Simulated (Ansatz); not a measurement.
Two G0W0 runs on NaSrYWO6 (F-43m).

```yaml
crystal:
  lattice:
    - [0.00000, 4.17202, 4.17202]
    - [4.17202, 0.00000, 4.17202]
    - [4.17202, 4.17202, 0.00000]
  atoms:
    - { symbol: Na, position: [0.25000, 0.25000, 0.25000] }
    - { symbol: Sr, position: [0.75000, 0.75000, 0.75000] }
    - { symbol: Y, position: [0.50000, 0.50000, 0.50000] }
    - { symbol: W, position: [0.00000, 0.00000, 0.00000] }
    - { symbol: O, position: [0.76667, 0.23333, 0.23333] }
    - { symbol: O, position: [0.23333, 0.76667, 0.76667] }
    - { symbol: O, position: [0.76667, 0.76667, 0.23333] }
    - { symbol: O, position: [0.23333, 0.23333, 0.76667] }
    - { symbol: O, position: [0.23333, 0.76667, 0.23333] }
    - { symbol: O, position: [0.76667, 0.23333, 0.76667] }
```

The cell and positions are those that the Materials Project relaxed with its own functionals (PBE, PBE+U or r2SCAN), kept fixed. Spin-orbit coupling is left out unless a run names it.

The first (Ansatz 0.2.0; start PBE with 60 % exact exchange, 4×4×4 mesh, 605 empty bands, screening to 150 eV, PAW set soft_1 files; 1 × NVIDIA H100 80GB HBM3 (shared by 6 runs) with 2 threads of AMD EPYC 7R13 (Zen 3), shared host) gave, on its mesh: starting gap 7.75 eV, G0W0 gap 5.38 eV, RPA ε∞ (mean) 2.52, 76 s.

The second gave: starting gap 2.92 eV, G0W0 gap 4.17 eV, RPA ε∞ (mean) 3.86, 32 s.

**Question.** What was changed in the input? Choose among start, files, mesh, bands and cutoff, frequency model or another key.

Changed: start from PBE with 60 % exact exchange to PBE+U(Y-d,8). A jump of this size in the start, with ε∞ moving the other way, marks another functional. Other changes could give like numbers; this is the one that was made.

Limits: not at the basis limit; no spin-orbit coupling.

[Paths, hosts, dates, memory and timing lines, banners, echoed tables and standing remarks are left out of the program output.]

[Logs are printed without paths, hosts, clocks, repeated set-up lines and the standing remarks that a program may print on its own settings, such as how far it seeks lower states.]

[Runs of the session that timed out or met a known fault of the program may be left out.]

[Cells called generated may have been cut or substituted from an entry of the Crystallography Open Database or the Materials Project.]

[Hosts, paths, dates, database ids (printed as entryN), source tags and the programs' standing remarks are cut or masked in the printed files.]
